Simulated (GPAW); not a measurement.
# Cu K ELNES/XANES of CuSi2P3 (P3m1) from DFT, part 2 of 3

What does one-electron theory with a core hole give for the Cu K edge of CuSi2P3 (P3m1)?

GPAW 26.7.0; X-ray absorption from dipole matrix elements to empty bands, plane-wave PAW LDA.

So far. Step 2 (The field without a hole): The mesh shows no gap, so the system is treated as a metal and the core electron is put at the Fermi level (neutral cell). Step 3 (Spectrum without a core hole, Cu atom 1): Main maxima below 29 eV (height): 7.0 eV (1.23), 12.2 eV (1.16), 18.2 eV (1.46) and 23.6 eV (1.51). A K edge sees empty p states on the absorber.

**5. Spectrum with XCH, Cu atom 1**

The holes are 7.5 Å apart. In GPAW the data set carries the hole's charge, so charge=0 means a charged cell and charge=-1 a neutral one. The excited electron is kept in the cell, where it fills the lowest empty states and screens the hole. After the field has converged, empty bands are computed with the density fixed and the dipole matrix elements are summed.

File xas.py:

```python
import numpy as np
from ase import Atoms
from ase.parallel import parprint, paropen
from gpaw import GPAW, PW, FermiDirac, Mixer, MixerDif, setup_paths
from gpaw.test import gen
setup_paths.insert(0, '.')
gen('Cu', name='fch1s', xcname='LDA', corehole=(1, 0, 1), write_xml=True)
from gpaw.mpi import world
world.barrier()

atoms = Atoms('Cu4P12Si8',
    cell=[[7.46397975, 0, 0],
     [-3.73198987, 6.46399607, 0],
     [0, 0, 9.085572]],
    scaled_positions=[[0.16666667, 0.33333333, 0.736991],
     [0.16666667, 0.83333333, 0.736991],
     [0.66666667, 0.33333333, 0.736991],
     [0.66666667, 0.83333333, 0.736991],
     [0, 0, 0.670485],
     [0, 0.5, 0.670485],
     [0.5, 0, 0.670485],
     [0.5, 0.5, 0.670485],
     [0.33333333, 0.16666667, 0.33468],
     [0.33333333, 0.66666667, 0.33468],
     [0.83333333, 0.16666667, 0.33468],
     [0.83333333, 0.66666667, 0.33468],
     [0.16666667, 0.33333333, 0.991734],
     [0.16666667, 0.83333333, 0.991734],
     [0.66666667, 0.33333333, 0.991734],
     [0.66666667, 0.83333333, 0.991734],
     [0, 0, 0.432801],
     [0, 0.5, 0.432801],
     [0.5, 0, 0.432801],
     [0.5, 0.5, 0.432801],
     [0.33333333, 0.16666667, 0.083308],
     [0.33333333, 0.66666667, 0.083308],
     [0.83333333, 0.16666667, 0.083308],
     [0.83333333, 0.66666667, 0.083308]],
    pbc=True)
atoms.calc = calc = GPAW(legacy_gpaw=True, mode=PW(430), xc='LDA', setups={0: 'fch1s'},
    kpts={'size': (3, 3, 2), 'gamma': True}, occupations=FermiDirac(0.1),
    charge=-1, mixer=Mixer(0.1, 5, 50), maxiter=150,
    convergence={'density': 0.0001}, txt='scf.txt')
energy = atoms.get_potential_energy() + calc.get_reference_energy()
ef = calc.get_fermi_level()
out = dict(energy=energy, fermi=ef, forces=atoms.get_forces().tolist())
parprint(f'all-electron energy {energy:.4f} eV, Fermi level {ef:.4f} eV')
ev = np.array([[calc.get_eigenvalues(k, s) for k in range(len(calc.get_ibz_k_points()))] for s in range(calc.get_number_of_spins())])
out['homo'], out['lumo'], out['counts'] = ev[ev < ef].max(), ev[ev > ef].min(), sorted(set((ev < ef).sum((0, 2)).tolist()))
out['filled'] = (ev[:, 0] < ef).sum(1).tolist()

from ase.units import Ha
from gpaw.xas import dipole_matrix_elements
nb = int(calc.get_number_of_electrons() / 2) + 263
top, nb = nb, nb + 8 + nb // 12
nscf = calc.fixed_density(kpts={'size': (3, 3, 2), 'gamma': True}, nbands=nb,
    convergence={'bands': top, 'eigenstates': 1e-5}, maxiter=60, txt='nscf.txt')
cell = atoms.cell.array
ops = [cell.T @ U.T @ np.linalg.inv(cell.T) for U in nscf.wfs.kd.symmetry.op_scc]
E = np.arange(-6, 34, 0.1)
fwhm = np.interp(E, [4, 25], [1.55, 3.5])
Y, X, zero, highest = 0, 0, 1e9, 1e9
for spin in range(nscf.get_number_of_spins()):
    wfs = nscf.wfs
    A = dipole_matrix_elements(wfs.setups[0])
    eps = np.zeros((wfs.kd.nibzkpts, nb))
    d = np.zeros((3, A.shape[1], wfs.kd.nibzkpts, nb), complex)
    for kpt in wfs.kpt_u:
        if kpt.s == spin and 0 in kpt.P_ani:
            eps[kpt.k] = kpt.eps_n * Ha
            d[:, :, kpt.k] = (kpt.weight * wfs.nspins / 2) ** 0.5 * np.inner(A, kpt.P_ani[0])
    world.sum(eps)
    world.sum(d)
    T = np.einsum('amkn,bmkn->abkn', d, d.conj()).real
    T = sum(np.einsum('ai,ijkn,bj->abkn', R, T, R) for R in ops) / len(ops)
    empty = eps > ef
    zero, highest = min(zero, eps[empty].min()), min(highest, eps[:, top - 1].min())
    lines = [(eps, T, empty)] if spin == 0 else lines + [(eps, T, empty)]
for eps, T, empty in lines:
    f = np.einsum('aakn->akn', T).reshape(3, -1)
    x = eps.ravel() - zero
    w = np.interp(x, E, fwhm) / 2.35482
    g = np.exp(-0.5 * ((E[:, None] - x) / w) ** 2) / (w * (2 * np.pi) ** 0.5)
    Y = Y + (f * empty.ravel()) @ g.T
    X = X + (f * ~empty.ravel()) @ g.T
out.update(E=E.round(2).tolist(), xas=Y.tolist(), xes=X.tolist(), zero=zero, valid=highest - zero, nk=len(eps), nb=nb)
for i in range(0, len(E), 10):
    parprint(f'{E[i]:7.2f}', *(f'{v:10.3e}' for v in Y[:, i]))
import json
with paropen('out.json', 'w') as f:
    json.dump(out, f)
```

On the command line:

```sh
OMP_NUM_THREADS=1 mpirun -n 4 gpaw python xas.py
```

Numbers of over 12 decimals in the logs are rounded to 6 here.

The log of the run:

```text
Input parameters:
  charge: -1
  convergence: {density: 0.0001}
  kpts: {gamma: True,
         size: (3, 3, 2)}
  maxiter: 150
  mixer: {backend: pulay,
          beta: 0.1,
          method: separate,
          nmaxold: 5,
          weight: 50}
  mode: {ecut: 430.0,
         name: pw}
  occupations: {fixmagmom: False,
                name: fermi-dirac,
                width: 0.1}
  setups: {0: fch1s}

Initialize ...

[... PAW data sets ...]

Reference energy: -344946.466598  # eV

Spin-paired calculation

[... convergence settings ...]
Symmetries present (total): 1
  [... symmetry matrices ...]

18 k-points: 3 x 3 x 2 Monkhorst-Pack grid + [0.000000,0.000000,1/4]
10 k-points in the irreducible part of the Brillouin zone
       k-points in crystal coordinates                weights
   0:     0.00000000    0.00000000    0.00000000          1/18
   1:     0.00000000    0.00000000    0.50000000          1/18
   2:     0.00000000    0.33333333    0.00000000          2/18
   3:     0.00000000    0.33333333    0.50000000          2/18
   4:     0.33333333   -0.33333333    0.00000000          2/18
   5:     0.33333333   -0.33333333    0.50000000          2/18
   6:     0.33333333    0.00000000    0.00000000          2/18
   7:     0.33333333    0.00000000    0.50000000          2/18
   8:     0.33333333    0.33333333    0.00000000          2/18
   9:     0.33333333    0.33333333    0.50000000          2/18

Wave functions: Plane wave expansion
  Cutoff energy: 430.000 eV
  Number of coefficients (min, max): 8856, 8922
  Pulay-stress correction: 0.000000 eV/Ang^3 (de/decut=0.000000)
  Using FFTW library
  Wavefunction extrapolation:
    Improved wavefunction reuse through dual PAW basis

Occupation numbers: Fermi-Dirac:
  width: 0.1000  # eV

Eigensolver
   Davidson(niter=2)

Densities:
  Coarse grid: 36*36*45 grid
  Fine grid: 72*72*90 grid
  Total Charge: 0.000000

Density mixing:
  Method: separate
  Backend: pulay
  Linear mixing parameter: 0.1
  old densities: 5
  Width of damping distribution: 1.1
  Damping of long wavelength oscillations: 50

[... Hamiltonian set-up ...]
Number of atoms: 24
Number of atomic orbitals: 116
Number of bands in calculation: 87
Number of valence electrons: 137
Bands to converge: occupied

... initialized

Initializing position-dependent things.

Density initialized from atomic densities
Creating initial wave functions:
  87 bands from LCAO basis set

           P        P

             P        P
           Cu       Cu

         P   Cu   P   Cu

         Si P     Si P
              P         P
            Si       Si
                 P        P
              Si        Si

                 Si       Si

Atomic positions and initial magnetic moments

Positions:
   0 Cu     0.000000    2.154665    6.695985    ( 0.0000,  0.0000,  0.0000)
   1 Cu    -1.865995    5.386663    6.695985    ( 0.0000,  0.0000,  0.0000)
   2 Cu     3.731990    2.154665    6.695985    ( 0.0000,  0.0000,  0.0000)
   3 Cu     1.865995    5.386663    6.695985    ( 0.0000,  0.0000,  0.0000)
   4 P      0.000000    0.000000    6.091740    ( 0.0000,  0.0000,  0.0000)
   5 P     -1.865995    3.231998    6.091740    ( 0.0000,  0.0000,  0.0000)
   6 P      3.731990    0.000000    6.091740    ( 0.0000,  0.0000,  0.0000)
[...]
21 Si    -0.000000    4.309331    0.756901    ( 0.0000,  0.0000,  0.0000)
  22 Si     5.597985    1.077333    0.756901    ( 0.0000,  0.0000,  0.0000)
  23 Si     3.731990    4.309331    0.756901    ( 0.0000,  0.0000,  0.0000)

Unit cell:
           periodic     x           y           z      points  spacing
  1. axis:    yes    7.463980    0.000000    0.000000    36     0.1796
  2. axis:    yes   -3.731990    6.463996    0.000000    36     0.1796
  3. axis:    yes    0.000000    0.000000    9.085572    45     0.2019

  Lengths:   7.463980   7.463980   9.085572
  Angles:   90.000000  90.000000 120.000000

Effective grid spacing dv^(1/3) = 0.1959

iter:   1  -161.444722
iter:   2  -152.079346   -0.65  -0.91
iter:   3  -148.273796   -0.62  -0.99
iter:   4  -147.630119   -1.84  -1.21
iter:   5  -147.928232   -1.63  -1.22
iter:   6  -147.109745   -2.03  -1.33
iter:   7  -147.045144   -2.46  -1.74
iter:   8  -147.015909   -3.15  -1.91
iter:   9  -146.991525c  -3.23  -2.13
iter:  10  -146.986408c  -3.77  -2.47
iter:  11  -146.986541c  -4.45  -2.76
iter:  12  -146.985974c  -5.36  -2.93
iter:  13  -146.985533c  -5.11  -3.04
iter:  14  -146.985634c  -5.59  -3.44
iter:  15  -146.985563c  -5.90  -3.69
iter:  16  -146.985569c  -7.15  -3.83
iter:  17  -146.985592c  -6.73  -3.88
iter:  18  -146.985594c  -6.79  -4.11c
iter:  19  -146.985607c  -7.67c -4.28c

Converged after 19 iterations.

Dipole moment: (2.070896, -1.421839, -3.991249) |e|*Ang

Energy contributions relative to reference atoms: (reference = -344946.466598)

Kinetic:        +82.135147
Potential:      -81.456744
External:        +0.000000
XC:            -147.648965
Entropy (-ST):   -0.192722
Local:           +0.081315
SIC:             +0.000000
--------------------------
Free energy:   -147.081968
Extrapolated:  -146.985607

Showing only first 2 kpts
 Kpt  Band  Eigenvalues  Occupancy
  0    66      5.94558    1.99019
  0    67      5.94799    1.98996
  0    68      5.94799    1.98996
  0    69      6.20377    1.87767

  1    66      6.00648    1.98204
  1    67      6.01361    1.98073
  1    68      6.01361    1.98073
[...]
Fermi level: 6.47688

No gap
No difference between direct/indirect transitions

Forces in eV/Ang:
  0 Cu    0.00000   -0.00000   -0.37577
  1 Cu   -0.00034   -0.00020   -0.01608
  2 Cu    0.00000    0.00039   -0.01608
  3 Cu    0.00034   -0.00020   -0.01608
  4 P    -0.00000   -0.84737    0.18431
  5 P    -0.73385    0.42369    0.18431
  6 P    -0.00000    0.00000    0.50215
[...]
21 Si    0.00000    0.14214   -0.14660
 22 Si   -0.12310   -0.07107   -0.14660
 23 Si    0.00000   -0.00000   -0.17373
Scalar-relativistic atomic LDA calculation for Cu (Copper, Z=29)
Core hole in 1s state (1s occupation: 1.0)
600 radial gridpoints.
|------------------------------------------------|
|------------------------------------------------|
[... the atom generator's iteration count ...]

Energy contributions:
-------------------------
Kinetic:    +1336.692400
XC:           -57.131451
Potential:  -2600.779951
-------------------------
Total:      -1321.219003

state      eigenvalue         ekin         rmax
-----------------------------------------------
1s^1.0 :  -337.058981   426.036309        0.034
2s^2.0 :   -41.859242    83.018235        0.193
2p^6.0 :   -37.118937    82.366106        0.153
3s^2.0 :    -4.941495    18.413630        0.596
3p^6.0 :    -3.402187    16.582998        0.594
3d^10.0:    -0.747943    11.230631        0.562
4s^1.0 :    -0.517664     1.791433        2.006
4p^0.0 :    -0.294182     1.077284        2.520
-----------------------------------------------
(units: Bohr and Hartree)

Generating PAW setup
Kinetic energy of the core from tauc = 1233.538363
Cutoffs:
rc(s)=2.200
rc(p)=2.200
rc(d)=2.000
rc(vbar)=1.800
rc(comp)=2.000
rc(nct)=2.200

Kinetic energy of the core states: 1222.594660
Charge: 1.0
Core electrons: 17.0
Valence electrons: 11.0
Pseudo-core charge: 0.267927
Shape function alpha=2.500
Pseudo-electron charge 3.306954
state    eigenvalue         norm
--------------------------------
4s(1) :    -0.517664     1.110086
*s    :     0.482336
4p(0) :    -0.294182     1.012069
*p    :     0.705818
3d(10):    -0.747943     0.192894
*d    :     0.252057
--------------------------------

Diagonalizing with gridspacing h=0.050

state   all-electron     PAW
-------------------------------
4s:      -0.517664    -0.517809
4p:      -0.294182    -0.294289
3d:      -0.747943    -0.748405
*f:                   -0.018700
-------------------------------
all-electron energy -345093.4522 eV, Fermi level 6.4769 eV
[...]
31.00  2.143e-07  2.143e-07  2.096e-07
  32.00  2.363e-07  2.363e-07  2.047e-07
  33.00  2.337e-07  2.335e-07  1.778e-07
```

The job ended after 7 min (4 MPI ranks of Arm Neoverse V2, shared host; peak memory 0.6 GiB).

The Cu K spectrum, Cu atom 1, excited-electron core hole (neutral cell) (energy from the lowest empty level; intensity scaled to a mean of 1 over the first 20 eV; polarised curves are means over the symmetry-equivalent atoms):

```tsv
E (eV)	isotropic	ε ⊥ c	ε ∥ c
-2.0	0.00	0.00	0.00
-1.4	0.01	0.01	0.00
-0.8	0.04	0.05	0.02
-0.2	0.12	0.15	0.07
0.4	0.21	0.23	0.17
1.0	0.28	0.27	0.31
1.6	0.38	0.33	0.46
2.2	0.46	0.38	0.61
2.8	0.48	0.37	0.69
3.4	0.55	0.41	0.83
4.0	0.74	0.59	1.06
4.6	0.93	0.81	1.16
5.2	1.11	1.04	1.25
5.8	1.25	1.21	1.34
6.4	1.19	1.19	1.20
7.0	1.01	1.04	0.94
7.6	0.89	0.92	0.84
8.2	0.92	0.93	0.90
8.8	1.01	1.02	1.01
9.4	1.07	1.07	1.06
10.0	1.06	1.06	1.06
10.6	1.00	0.98	1.04
11.2	0.94	0.89	1.04
11.8	0.94	0.87	1.08
12.4	1.03	0.97	1.16
13.0	1.17	1.13	1.26
13.6	1.29	1.28	1.32
14.2	1.33	1.34	1.31
14.8	1.30	1.32	1.28
15.4	1.26	1.27	1.23
16.0	1.23	1.25	1.20
16.6	1.24	1.27	1.17
17.2	1.27	1.33	1.16
17.8	1.32	1.40	1.17
18.4	1.36	1.44	1.20
19.0	1.38	1.44	1.27
19.6	1.38	1.40	1.36
20.2	1.37	1.35	1.42
20.8	1.36	1.31	1.45
21.4	1.34	1.29	1.44
22.0	1.33	1.28	1.42
22.6	1.32	1.28	1.39
23.2	1.30	1.27	1.37
23.8	1.27	1.24	1.34
24.4	1.23	1.20	1.31
25.0	1.19	1.15	1.27
25.6	1.16	1.12	1.24
26.2	1.13	1.09	1.21
26.8	1.10	1.07	1.18
27.4	1.09	1.05	1.16
28.0	1.08	1.05	1.15
28.6	1.10	1.06	1.17
29.2	1.15	1.11	1.21
```

Main maxima below 28 eV (height): 6.0 eV (1.26), 9.6 eV (1.07), 14.2 eV (1.33) and 19.4 eV (1.39). 

The total-energy difference is 8991.42 eV. One term is added: -29.79 eV, since the hole is spin-paired here and a spin-polarised one costs that much less in the free atom (computed apart). The photon energy is then 8961.63 eV. The tabulated edge of the element is 8979 eV. The functional leaves an error in such absolute values: in the free atom LDA prices this hole 18.3 eV below PBE (computed apart), and PBE is itself good to a few eV.

**6. Cell without a hole, the energy reference**

The cell and mesh change for the next run, so it gets a reference energy of its own.

File scf.py:

```python
import numpy as np
from ase import Atoms
from ase.parallel import parprint, paropen
from gpaw import GPAW, PW, FermiDirac, Mixer, MixerDif, setup_paths
from gpaw.test import gen
setup_paths.insert(0, '.')
gen('Cu', name='nch1s', xcname='LDA', corehole=(1, 0, 0), write_xml=True)
from gpaw.mpi import world
world.barrier()

atoms = Atoms('CuP3Si2',
    cell=[[3.73198987, 0, 0],
     [-1.86599494, 3.23199804, 0],
     [0, 0, 9.085572]],
    scaled_positions=[[0.33333333, 0.66666667, 0.736991],
     [0, 0, 0.670485],
     [0.66666667, 0.33333333, 0.33468],
     [0.33333333, 0.66666667, 0.991734],
     [0, 0, 0.432801],
     [0.66666667, 0.33333333, 0.083308]],
    pbc=True)
atoms.calc = calc = GPAW(legacy_gpaw=True, mode=PW(430), xc='LDA', setups={0: 'nch1s'},
    kpts={'size': (5, 5, 2), 'gamma': True}, occupations=FermiDirac(0.1),
    charge=0, mixer=Mixer(0.1, 5, 50), maxiter=150,
    convergence={'density': 0.0001}, txt='scf.txt')
energy = atoms.get_potential_energy() + calc.get_reference_energy()
ef = calc.get_fermi_level()
out = dict(energy=energy, fermi=ef, forces=atoms.get_forces().tolist())
parprint(f'all-electron energy {energy:.4f} eV, Fermi level {ef:.4f} eV')
ev = np.array([[calc.get_eigenvalues(k, s) for k in range(len(calc.get_ibz_k_points()))] for s in range(calc.get_number_of_spins())])
out['homo'], out['lumo'], out['counts'] = ev[ev < ef].max(), ev[ev > ef].min(), sorted(set((ev < ef).sum((0, 2)).tolist()))
out['filled'] = (ev[:, 0] < ef).sum(1).tolist()
import json
with paropen('out.json', 'w') as f:
    json.dump(out, f)
```

On the command line:

```sh
OMP_NUM_THREADS=1 mpirun -n 4 gpaw python scf.py
```

The log of the run:

```text
Input parameters:
  convergence: {density: 0.0001}
  kpts: {gamma: True,
         size: (5, 5, 2)}
  maxiter: 150
  mixer: {backend: pulay,
          beta: 0.1,
          method: separate,
          nmaxold: 5,
          weight: 50}
  mode: {ecut: 430.0,
         name: pw}
  occupations: {fixmagmom: False,
                name: fermi-dirac,
                width: 0.1}
  setups: {0: nch1s}

Initialize ...

[...]
*s    :     0.821514
4p(0) :    -0.028757     1.001617
*p    :     0.971243
3d(10):    -0.195673     0.277238
*d    :     0.804327
--------------------------------

Diagonalizing with gridspacing h=0.050

state   all-electron     PAW
-------------------------------
4s:      -0.178486    -0.178572
4p:      -0.028757    -0.028678
3d:      -0.195673    -0.196155
*f:                    0.071609
-------------------------------
all-electron energy -88521.2634 eV, Fermi level 6.3496 eV
[key lines of the parts left out:]
Converged after 17 iterations.
Dipole moment: (0.577952, -0.333681, -1.007971) |e|*Ang
Free energy:    -34.946438
Fermi level: 6.34957
```

Elapsed: 11 s, on 4 MPI ranks; peak memory 0.19 GiB.

(Part 2 of 3 ends here.)

[Banner, clock and machine lines of the logs are left out without a mark of their own.]

[Logs are printed without paths, hosts, clocks, repeated set-up lines and the standing remarks that a program may print on its own settings, such as how far it seeks lower states.]

[Hosts, paths, dates, database ids (printed as entryN), source tags and the programs' standing remarks are cut or masked in the printed files.]

[Lists of maxima count a maximum above −3 eV only where it reaches 4 % of the highest in the window and stands out from its surroundings by 2 % of it (1.5 % where it reaches 55 %); shoulders and weaker maxima are passed over, and of the rest the first, up to two pre-edge ones and the few strongest are named.]
